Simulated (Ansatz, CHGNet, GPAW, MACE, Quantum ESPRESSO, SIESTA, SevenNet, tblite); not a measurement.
# tblite on KH6C3NO5 (P2_1/c) (64 atoms): settings against a plane-wave reference

Wanted: tblite inputs and outputs for KH6C3NO5 (P2_1/c) (64 atoms), checked against a plane-wave reference.

Calculated with tblite 0.8.0; the method is named at each step.

### 1. Starting point

The cell holds 64 atoms: 4 K, 24 H, 12 C, 4 N and 20 O. Its edges and angles: a = 7.457 Å, b = 13.002 Å, c = 6.816 Å, α = 90.0°, β = 105.4°, γ = 90.0°. It derives from KH6C3NO5 (P2_1/c), repeated 1×1×1. KH6C3NO5, space group P2_1/c, structure from the Crystallography Open Database, 1 x 1 x 1 conventional cells; every coordinate displaced by a Gaussian of 0.01 Å; bonds to H set to neutron lengths (C-H 1.089, N-H 1.015, O-H 0.983, B-H 1.19 Å) where the listed ones are shorter. Then every atom was moved at random, 0.05 Å r.m.s. a Cartesian component (hydrogen 0.6 of that).

The yardstick, on the same geometry:

```
method                                           : Kohn-Sham DFT, PBE, PAW, plane waves (Ansatz 0.2.0); cutoff 420 eV, Γ point, fermi-dirac smearing of 0.05 eV; PAW set soft_2
r.m.s. force component                           : 1.996 eV/Å
longest force                                    : 9.624 eV/Å
pressure                                         : 1.782 GPa
gap (highest filled to lowest empty level) : 3.546 eV
SCF cycles                                       : 10
time                                             : 3.9 s on 4 threads of Arm Neoverse V2, shared host
CPU time                                         : 14 s
```

### 2. GFN1-xTB

Method: GFN1-xTB tight binding, diagonalisation.

run.py

```python
import numpy as np
from ase.io import read
from tblite.ase import TBLite

atoms = read("structure.xyz")
atoms.calc = TBLite(method="GFN1-xTB", electronic_temperature=580, accuracy=1.0, max_iterations=250, mixer_damping=0.4, verbosity=1)
energy = atoms.get_potential_energy()
forces = atoms.get_forces()
print(f"energy {energy:.6f} eV")
print("forces (eV/A)")
for i, (a, f) in enumerate(zip(atoms, forces)):
    print(f"{i:4d} {a.symbol:2s} {f[0]:10.5f} {f[1]:10.5f} {f[2]:10.5f}")
stress = -atoms.get_stress(voigt=False) * 160.21766
print("stress (GPa, compression positive)")
for row in stress:
    print(" ".join(f"{x:10.4f}" for x in row))
print("charges (e)")
print(np.array2string(atoms.get_charges(), precision=4, suppress_small=True, max_line_width=110, threshold=100000))
```

structure.xyz

```xyz
64
Lattice="7.45700 0.00000 0.00000 0.00000 13.00200 0.00000 -1.81118 0.00000 6.57096" Properties=species:S:1:pos:R:3 pbc="T T T"
K 3.53922 8.30035 0.51194
K 2.93294 1.82314 2.63495
K 2.05905 4.70243 5.89579
K 2.72846 11.21761 3.88055
H 5.55299 9.55920 6.26574
H -0.77787 3.00151 3.67080
H 0.13270 3.45268 0.40891
H 6.40721 10.06732 2.90936
H 5.79504 11.11021 5.44089
H -1.08407 4.58776 4.39157
H -0.22500 1.91845 1.05438
H 6.73941 8.35834 2.18813
H 3.90552 11.68828 0.83385
H 2.63617 5.15516 2.55669
H 1.68398 1.35741 5.77101
H 2.96181 7.83071 4.04903
H 0.00727 12.50441 6.20036
H 4.70421 6.01720 3.57992
H 5.66533 0.51735 0.32888
H 0.90129 7.01900 2.94767
H 6.26191 6.35655 0.90101
H 0.24065 12.87289 2.36693
H -0.64699 6.74102 5.64978
H 5.40616 0.15719 4.19963
H 4.42135 6.96036 5.99916
H 0.38186 0.47444 3.82358
H 1.26274 5.99938 0.51819
H 5.26804 12.55135 2.77019
C 6.27493 11.10683 0.49854
C 0.29007 4.68735 2.70678
C -0.66052 1.84459 6.00402
C 5.40202 8.31270 3.77180
C -1.62397 10.60807 6.39525
C 6.49429 4.04609 3.47998
C 7.33124 2.43241 0.11999
C 6.55505 8.84422 3.16188
C 1.24684 10.72288 0.68220
C 5.26748 4.26115 2.57713
C 4.42728 2.27236 5.83396
C 0.33291 8.81185 4.01794
N 2.10300 11.89189 0.43513
N 4.37204 5.27491 2.91560
N 3.58406 1.19488 6.22270
N 1.13369 7.62788 3.69367
O 5.17264 10.73874 0.11815
O 1.43517 4.21863 3.16615
O 0.45796 2.26898 6.48501
O 4.21262 8.71381 3.31111
O 6.35586 12.06664 1.35204
O 0.16165 5.62180 1.80511
O -0.77221 0.89857 5.19855
O 5.43468 7.36472 4.66919
O 1.55421 9.94887 1.63479
O 5.00032 3.47999 1.74866
O 4.07072 3.12646 4.93216
O 0.73522 9.51356 4.93886
[... 4 atom lines left out ...]
O 5.62444 6.75012 0.26028
O 0.83291 0.16799 2.92007
O -0.12644 6.33444 6.25693
O 4.80220 12.81217 3.55016
```

Started as:

```console
> OMP_NUM_THREADS=1 python run.py > output.txt
```

Output:

```text
------------------------------------------------------------
  cycle        total energy    energy error   density error
------------------------------------------------------------
      1     -143.8551718356  -1.4465905E+02   7.3041966E-01
      2     -146.2296900106  -2.3745182E+00   3.7112162E-01
      3     -145.2787275569   9.5096245E-01   2.0120164E-01
      4     -142.5502611135   2.7284664E+00   1.8127563E-01
      5     -146.6097499949  -4.0594889E+00   4.8687070E-02
      6     -146.9125477315  -3.0279774E-01   1.1192418E-02
      7     -146.9242013326  -1.1653601E-02   4.8576579E-03
      8     -146.9267144393  -2.5131066E-03   1.7816503E-03
      9     -146.9271095698  -3.9513048E-04   4.2536835E-04
     10     -146.9271211176  -1.1547794E-05   2.8027473E-04
     11     -146.9271320424  -1.0924796E-05   5.3110077E-05
     12     -146.9271322977  -2.5530937E-07   3.0615645E-05
     13     -146.9271324368  -1.3912285E-07   7.8184192E-06
------------------------------------------------------------
 total:                                   1.580 sec
energy -3998.090918 eV
forces (eV/A)
   0 K    -0.07197   -0.03111    0.09456
   1 K     0.09144    0.04998    0.00563
   2 K     0.07392    0.02605    0.02966
   3 K    -0.07723   -0.07765   -0.01099
   4 H     0.35574   -0.28495   -0.32980
   5 H     0.00302   -0.28870   -0.12283
   6 H    -0.24638    0.29210   -0.40317
   7 H     0.06908   -3.03493    0.50764
   8 H     0.50078    0.26911   -0.28151
   9 H     0.09860    0.39981    0.80525
  10 H    -0.08805   -0.68094    0.57494
  11 H    -0.07181    0.10915    0.29825
  12 H     0.86575   -0.51362   -0.29199
  13 H     0.00017    0.86996   -1.59286
  14 H     1.06506   -0.54570   -0.68234
  15 H    -0.06937   -0.17258    0.27776
  16 H     0.89880   -0.28006    1.14898
  17 H    -0.59415   -0.33295   -0.94769
  18 H     0.03326   -1.02633    0.30722
  19 H     0.01660   -0.85814   -0.72216
  20 H    -0.36147    0.16177   -0.45554
  21 H    -5.07492   -2.47285   -4.25817
  22 H    -2.87124    1.71989   -2.25446
  23 H     0.66779    0.31131    0.25228
[...]
56 O     0.95577    1.25199    1.60289
  57 O     0.17196   -1.71621    2.51415
  58 O    -0.14963    0.68395    1.88486
  59 O     2.69712   -0.47919    1.11289
  60 O     1.87335    0.38422   -1.44849
  61 O     4.06168    3.50672    6.92665
  62 O     3.12374   -2.39734    3.19621
  63 O    -1.47700   -0.15225    0.57438
stress (GPa, compression positive)
   -1.2135     1.5944     2.8213
    1.5944    -5.7390     3.7104
    2.8213     3.7104    -2.2332
charges (e)
[ 0.5577  0.5594  0.5563  0.5587  0.0884  0.0827  0.0952  0.0851  0.0747  0.0742  0.0773  0.0891  0.3977
  0.4008  0.3902  0.3957  0.2427  0.2541  0.2661  0.2492  0.3501  0.3708  0.37    0.3609  0.3603  0.3572
  0.3765  0.3696  0.598   0.57    0.5953  0.5714 -0.1412 -0.1358 -0.1343 -0.1082  0.4604  0.4921  0.4652
  0.4577 -0.0994 -0.1208 -0.1005 -0.0929 -0.5616 -0.5892 -0.5941 -0.6121 -0.6793 -0.6395 -0.6357 -0.6557
 -0.5541 -0.5151 -0.5569 -0.5202 -0.4281 -0.4573 -0.4554 -0.4308 -0.6906 -0.6963 -0.7165 -0.6993]
```

Wall time 2.1 s (1 thread of Arm Neoverse V2, shared host); peak memory 0.12 GiB.

Banners, paths, timers and routine set-up lines are dropped from the logs unmarked, and long logs keep their key lines alone; longer cuts are marked.

Against the reference:

```yaml
r_m_s_force_component: 2.004 eV/Å
r_m_s_difference_of_force_components: 455.1 meV/Å
longest_difference_of_force_vectors: 1562 meV/Å
force_difference_over_r_m_s_force: 22.8 %
slope_of_forces_against_the_reference_s: 0.978
correlation_of_force_components: 0.9741
pressure: -3.062 GPa
pressure_difference: -4.844 GPa
```

Length of the force difference by element (eV/Å):

```csv
element,atoms,mean,most
C,12,0.94,1.6
H,24,0.36,0.90
K,4,0.14,0.28
N,4,0.80,1.1
O,20,0.92,1.5
```

A closer look about O62, which bears the longest force: 14 atoms, nearest first, numbered in the order of the input, with positions taken from that point.

```csv
atom,x,y,z,distance (Å),bonds,Mulliken charge (e),Fx,Fy,Fz (eV/Å)
O62,0.00,0.00,0.00,0.00,4,-0.70,4.06,3.51,6.93
H22,-0.59,-0.30,-0.55,0.86,1,0.37,-5.07,-2.47,-4.26
H26,-0.45,0.31,0.90,1.06,1,0.36,0.92,-0.88,-2.52
K2,2.10,1.66,-0.29,2.69,8,0.56,0.09,0.05,0.01
O49,-1.93,-1.10,-1.57,2.72,1,-0.68,0.82,-1.09,-0.84
H11,-1.06,1.75,-1.87,2.77,1,0.08,-0.09,-0.68,0.57
O51,-1.61,0.73,2.28,2.88,1,-0.64,0.05,0.38,-0.02
K4,1.90,-1.95,0.96,2.89,8,0.56,-0.08,-0.08,-0.01
O59,1.68,0.71,2.40,3.01,4,-0.46,-0.15,0.68,1.88
O57,2.31,-1.01,-1.71,3.05,4,-0.43,0.96,1.25,1.60
N41,1.27,-1.28,-2.48,3.07,3,-0.10,-4.81,-3.01,-2.18
H28,-3.02,-0.62,-0.15,3.09,1,0.37,0.83,-0.28,-0.87
H24,-2.88,-0.01,1.28,3.15,1,0.36,0.67,0.31,0.25
H15,0.85,1.19,2.85,3.20,1,0.39,1.07,-0.55,-0.68
```

Atoms are counted from 1 here, from 0 in the log.

Forces lie 23 % from the reference's, at 0.15 times its CPU time (on 1 against 4 cores).

### 3. Outcome

```json
{
 "force difference from the reference": "tblite GFN1-xTB, 23 %",
 "its CPU time": "2.1 s"
}
```

In words: Tight binding differs by 23 % (tblite GFN1-xTB); it is another model, with fitted parameters of its own, and the xTB methods hold dispersion. One electronic-structure run takes under half the reference's CPU time: tblite GFN1-xTB, at 23 % in 2.1 s against 14 s; its pressure misses by -4.8 GPa. Periodic xTB results under one method name differ between programs and library versions. The reference's stress is far from hydrostatic: its diagonal is 3.2, -0.7, 2.8 GPa, compression counted positive. The reference's PBE has no dispersion term, which matters for the binding between molecules or layers. The published positions, changed by the recipe (random displacements or longer bonds to H), lie far from the minimum at this level of theory. The reference's pressure of 1.8 GPa belongs to a cell and atoms that aren't relaxed at this level. The electronic-structure runs sample only Γ, in a cell whose shortest periodic width is 7 Å.

[Also dropped from logs without a mark: logging warnings of Python, and SIESTA's first energy breakdown and zero terms.]

[Logs are printed without paths, hosts, clocks, repeated set-up lines and the standing remarks that a program may print on its own settings, such as how far it seeks lower states.]

[Hosts, paths, dates, database ids (printed as entryN), source tags and the programs' standing remarks are cut or masked in the printed files.]
